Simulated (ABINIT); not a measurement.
# BaH2 (P6_3/mmc): G0W0 with ABINIT, start to end

How does a plane-wave GW calculation on BaH2 (P6_3/mmc) run from the first input to the gap?

Method: PBEsol and many-body steps on it, plane waves, in ABINIT 10.8.3.

**1. Starting point**

The structure is hexagonal, space group P6_3/mmc (No. 194). Conventional cell: a = 4.462 Å, b = 4.462 Å, c = 6.055 Å, α = 90.00°, β = 90.00°, γ = 120.00°. Nearest to Ba lie 11 H at 2.58 to 3.03 Å. H has 5 Ba at 2.58 to 3.03 Å and 6 H at 2.99 Å nearest. Nearest to H lie 6 Ba at 2.99 Å and 8 H at 2.99 to 3.03 Å. Farther neighbours are not listed.

The cell and positions are those that the Materials Project relaxed with its own functionals (PBE, PBE+U or r2SCAN), kept fixed. Spin-orbit coupling is left out unless a step names it.

**2. Ground state**

This step: ABINIT 10.8.3; DFT, PBEsol, plane waves, norm-conserving pseudopotentials.

The ground-state density comes first.

Contents of run.abi:

```
acell 3*1.0 Angstrom
rprim 
  4.462025052349 0.000000000014 0.000000000000
  -2.231012526186 3.864227047650 0.000000000000
  0.000000000000 0.000000000000 6.055292590000
ntypat 2
znucl 56 1
natom 6
typat 1 1 2 2 2 2
xred 
  0.666666666667 0.333333333333 0.750000000000
  0.333333333333 0.666666666667 0.250000000000
  0.333333333333 0.666666666667 0.750000000000
  0.666666666667 0.333333333333 0.250000000000
  -0.000000000000 -0.000000000000 0.500000000000
  -0.000000000000 -0.000000000000 0.000000000000
pp_dirpath "pseudos"
pseudos "Ba.upf, H.upf"
ecut 32
ngkpt 6 6 4
nshiftk 1
shiftk 0 0 0
kptopt 1
chksymbreak 0
nband 19
occopt 1
tolvrs 1e-10
nstep 60
prtwf 0
optforces 0
optstress 0
indata_prefix "in"
outdata_prefix "out"
tmpdata_prefix "tmp"
```

Run with:

```console
> OMP_NUM_THREADS=1 mpirun -n 4 abinit run.abi > log
```

Numbers of over 12 decimals in the logs are rounded to 6 here.

Output:

```text
.Version 10.8.3 of ABINIT. v10.8.2 released Aug 2026.

 Symmetries : space group P6_3/m m c (#194); Bravais hP (primitive hexag.)
================================================================================
 Values of the parameters that define the memory need of the present run
     intxc =       0    ionmov =       0      iscf =       7    lmnmax =       6
     lnmax =       6     mgfft =      60  mpssoang =       3    mqgrid =    3001
     natom =       6  nloc_mem =       1    nspden =       1   nspinor =       1
    nsppol =       1      nsym =      24    n1xccc =    2501    ntypat =       2
    occopt =       1   xclevel =       2
-    mband =          19        mffmem =           1         mkmem =           6
       mpw =        6123          nfft =      121500          nkpt =          21
================================================================================
  Rough estimation (10% accuracy) of disk space for files :
================================================================================

--------------------------------------------------------------------------------
------------- Echo of variables that govern the present computation ------------
--------------------------------------------------------------------------------
 -outvars: echo values of preprocessed input variables --------
            acell      1.8897261259E+00  1.8897261259E+00  1.8897261259E+00 Bohr

      chksymbreak           0
             ecut      3.20000000E+01 Hartree
-          fftalg         312

              ixc     -116133
              kpt      0.00000000E+00  0.00000000E+00  0.00000000E+00
                       1.66666667E-01  0.00000000E+00  0.00000000E+00
                       3.33333333E-01  0.00000000E+00  0.00000000E+00
                       5.00000000E-01  0.00000000E+00  0.00000000E+00
                       1.66666667E-01  1.66666667E-01  0.00000000E+00
                       3.33333333E-01  1.66666667E-01  0.00000000E+00
                       3.33333333E-01  3.33333333E-01  0.00000000E+00
                       0.00000000E+00  0.00000000E+00  2.50000000E-01
                       1.66666667E-01  0.00000000E+00  2.50000000E-01
   [... 10 further rows ...]
                       3.33333333E-01  1.66666667E-01  5.00000000E-01
                       3.33333333E-01  3.33333333E-01  5.00000000E-01
         kptrlatt        6    0    0      0    6    0      0    0    4
          kptrlen      4.57713784E+01
P           mkmem           6
            natom           6
            nband          19
            ngfft          45      45      60
             nkpt          21
            nstep          60
             nsym          24
           ntypat           2
              occ      2.000000  2.000000  2.000000  2.000000  2.000000  2.000000
                       2.000000  2.000000  2.000000  2.000000  2.000000  2.000000
                       0.000000  0.000000  0.000000  0.000000  0.000000  0.000000
                       0.000000
        optforces           0
        optstress           0
            prtwf           0
            rprim      4.4620250523E+00  1.4000000000E-11  0.0000000000E+00
[...]
spgroup         194

           tolvrs      1.00000000E-10

             xred      6.6666666667E-01  3.3333333333E-01  7.5000000000E-01
[...]
znucl       56.00000    1.00000

================================================================================

 chkinp: Checking input parameters for consistency.

================================================================================
== DATASET  1 ==================================================================
-   mpi_nproc: 4, omp_nthreads: 1 (-1 if OMP is not activated)

--- !DatasetInfo
iteration_state: {dtset: 1, }
dimensions: {natom: 6, nkpt: 21, mband: 19, nsppol: 1, nspinor: 1, nspden: 1, mpw: 6123, }
cutoff_energies: {ecut:  32.0, pawecutdg:  -1.0, }
electrons: {nelect:   2.40000000E+01, charge:   0.00000000E+00, occopt:   1.00000000E+00, tsmear:   1.00000000E-02, }

 Real(R)+Recip(G) space primitive vectors, cartesian coordinates (Bohr,Bohr^-1):
 R(1)=  8.4320053  0.0000000  0.0000000  G(1)=  0.1185958  0.0684713  0.0000000
 R(2)= -4.2160027  7.3023308  0.0000000  G(2)=  0.0000000  0.1369426  0.0000000
 R(3)=  0.0000000  0.0000000 11.4428446  G(3)=  0.0000000  0.0000000  0.0873909
 Unit cell volume ucvol=  7.0457361E+02 bohr^3
 Angles (23,13,12)=  9.00000000E+01  9.00000000E+01  1.20000000E+02 degrees

 getcut: wavevector=  0.0000  0.0000  0.0000  ngfft=  45  45  60
         ecut(hartree)=     32.000   => boxcut(ratio)=   2.04919

--- Pseudopotential description ------------------------------------------------
- Ba Generated using ONCVPSP code by D. R. Hamann
- 56.00000  10.00000  180301                  znucl, zion, pspdat
12 -116133 2 -1 1936                          pspcod,pspxc,lmax,lloc,mmax
     nproj     2     2     2
  pspatm : epsatm=   26.37418133
         --- l  ekb(1:nproj) -->
[...]
pspatm: atomic psp has been read  and splines computed

- H Generated using ONCVPSP code by D. R. Hamann
-  1.00000   1.00000  180301                  znucl, zion, pspdat
12 -116133 1 -1 1180                          pspcod,pspxc,lmax,lloc,mmax
     nproj     2     1     0
  pspatm : epsatm=    0.35585368
         --- l  ekb(1:nproj) -->
[...]
1   -0.494138
 pspatm: atomic psp has been read  and splines computed

   1.30012266E+03                                ecore*ucvol(ha*bohr**3)
--------------------------------------------------------------------------------

_setup2: Arith. and geom. avg. npw (full set) are    6093.771    6093.766

================================================================================

--- !BeginCycle
iteration_state: {dtset: 1, }
solver: {iscf: 7, nstep: 60, nline: 4, wfoptalg: 0, }
tolerances: {tolvrs: 1.00E-10, }

     iter   Etot(hartree)      deltaE(h)  residm     vres2
 ETOT  1  -58.544136812078    -5.854E+01 3.436E-02 2.163E+02
 ETOT  2  -58.596778237353    -5.264E-02 2.126E-03 1.561E+00
 ETOT  3  -58.597175463096    -3.972E-04 3.370E-04 2.030E-01
 ETOT  4  -58.597191250721    -1.579E-05 3.285E-04 4.510E-03
 ETOT  5  -58.597191522449    -2.717E-07 7.758E-05 2.965E-04
 ETOT  6  -58.597191544652    -2.220E-08 4.386E-05 5.513E-06
 ETOT  7  -58.597191545033    -3.816E-10 5.614E-05 6.062E-08
 ETOT  8  -58.597191545037    -3.830E-12 2.740E-05 4.778E-10
 ETOT  9  -58.597191545037    -2.345E-13 3.394E-05 9.264E-12

 At SCF step    9       vres2   =  9.26E-12 < tolvrs=  1.00E-10 =>converged.

--- !ResultsGS
iteration_state: {dtset: 1, }
comment   : Summary of ground state results
lattice_vectors:
- [  8.4320053,   0.0000000,   0.0000000, ]
- [ -4.2160027,   7.3023308,   0.0000000, ]
- [  0.0000000,   0.0000000,  11.4428446, ]
lattice_lengths: [   8.43201,    8.43201,   11.44284, ]
lattice_angles: [ 90.000,  90.000, 120.000, ] # degrees, (23, 13, 12)
lattice_volume:   7.0457361E+02
convergence: {deltae: -2.345E-13, res2:  9.264E-12, residm:  3.394E-05, diffor:  0.000E+00, }
etotal    :  -5.85971915E+01
entropy   :   0.00000000E+00
fermie    :   1.51815635E-01
cartesian_stress_tensor: null
pressure_GPa: null
xred      :
- [  6.6667E-01,   3.3333E-01,   7.5000E-01, Ba]
- [  3.3333E-01,   6.6667E-01,   2.5000E-01, Ba]
- [  3.3333E-01,   6.6667E-01,   7.5000E-01,  H]
- [  6.6667E-01,   3.3333E-01,   2.5000E-01,  H]
- [  3.7007E-17,   9.2519E-17,   5.0000E-01,  H]
- [  3.7007E-17,   9.2519E-17,   2.7756E-17,  H]
cartesian_forces: null
force_length_stats: {min: null, max: null, mean: null, }

 Integrated electronic density in atomic spheres:
 ------------------------------------------------
 Atom  Sphere_radius  Integrated_density
[...]
================================================================================

 ----iterations are completed or convergence reached----

 Mean square residual over all n,k,spin=   15.499E-08; max=  33.937E-06
 reduced coordinates (array xred) for    6 atoms
[...]
0.333333333333      0.666666666667      0.750000000000
       0.666666666667      0.333333333333      0.250000000000
       0.000000000000      0.000000000000      0.500000000000
       0.000000000000      0.000000000000      0.000000000000
 rms dE/dt=  0.0000E+00; max dE/dt=  0.0000E+00; dE/dt below (all hartree)
    1       0.000000000000      0.000000000000      0.000000000000
    2       0.000000000000      0.000000000000      0.000000000000
    3       0.000000000000      0.000000000000      0.000000000000
    4       0.000000000000      0.000000000000      0.000000000000
    5       0.000000000000      0.000000000000      0.000000000000
    6       0.000000000000      0.000000000000      0.000000000000

 cartesian coordinates (angstrom) at end:
    1      2.231013     1.288076     4.541469
    2     -7.67e-12     2.576151     1.513823
    3     -7.67e-12     2.576151     4.541469
    4      2.231013     1.288076     1.513823
    5     -0.000000     0.000000     3.027646
    6     -0.000000     0.000000     0.000000
 length scales=  1.889726125908  1.889726125908  1.889726125908 bohr
              =  1.000000000000  1.000000000000  1.000000000000 angstroms
 prteigrs : about to open file out_EIG
 Fermi (or HOMO) energy (hartree) =   0.15182   Average Vxc (hartree)=  -0.33174
 Eigenvalues (hartree) for nkpt=  21  k points:
 kpt#   1, nband= 19, wtk=  0.00694, kpt=  0.0000  0.0000  0.0000 (reduced coord)
  -0.84430   -0.83787   -0.32333   -0.29297   -0.29297   -0.28383   -0.28383   -0.28230
  -0.00795    0.04287    0.13315    0.15182    0.25198    0.25198    0.28885    0.28885
   0.28991    0.28991    0.31860
 prteigrs : prtvol=0 or 1, do not print more k-points.

--- !EnergyTerms
iteration_state     : {dtset: 1, }
comment             : Components of total free energy in Hartree
kinetic             :  1.50880991068832E+01
hartree             :  6.42460586607177E+00
xc                  : -1.46237885652085E+01
Ewald energy        : -4.52642621004392E+01
psp_core            :  1.84526163042131E+00
local_psp           : -2.86509529721478E+01
non_local_psp       :  6.58384548938188E+00
total_energy        : -5.85971915450373E+01
total_energy_eV     : -1.59451081206174E+03
band_energy         : -6.30054859331378E+00

== END DATASET(S) ==============================================================
================================================================================

 -outvars: echo values of variables after computation  --------
           etotal     -5.8597191545E+01
            nband          19
             nkpt          21
          spgroup         194
 [... the other variables as echoed above ...]

 Calculation completed.
```

Wall time 20 s (4 MPI ranks of Arm Neoverse V2, shared host); peak memory 0.37 GiB; 79 s of CPU time.

This step gave:

```
total energy               : -1594.5108 eV
gap                        : 1.473 eV
k of the valence top       : 0, 0, 0
k of the conduction bottom : 0.3333, 0.3333, 0.5
least direct gap           : 2.542 eV
```

The gap is indirect, with the least direct gap 1.07 eV higher.

(Part 1 of 3 ends here.)

[Paths, hosts, dates, memory and timing lines, banners, echoed tables and standing remarks are left out of the program output.]

[Logs are printed without paths, hosts, clocks, repeated set-up lines and the standing remarks that a program may print on its own settings, such as how far it seeks lower states.]

[Runs of the session that timed out or met a known fault of the program may be left out.]

[Hosts, paths, dates, database ids (printed as entryN), source tags and the programs' standing remarks are cut or masked in the printed files.]

[G0W0 gaps are taken among the corrected bands and points alone; a level outside them can change the order at an edge.]

[Where Ansatz stands beside ABINIT at settings called matched, ABINIT's density can come from a denser mesh and the files from another edition; pairs whose starting gaps differed by over 0.03 eV were left out, so agreement reads better than it is.]
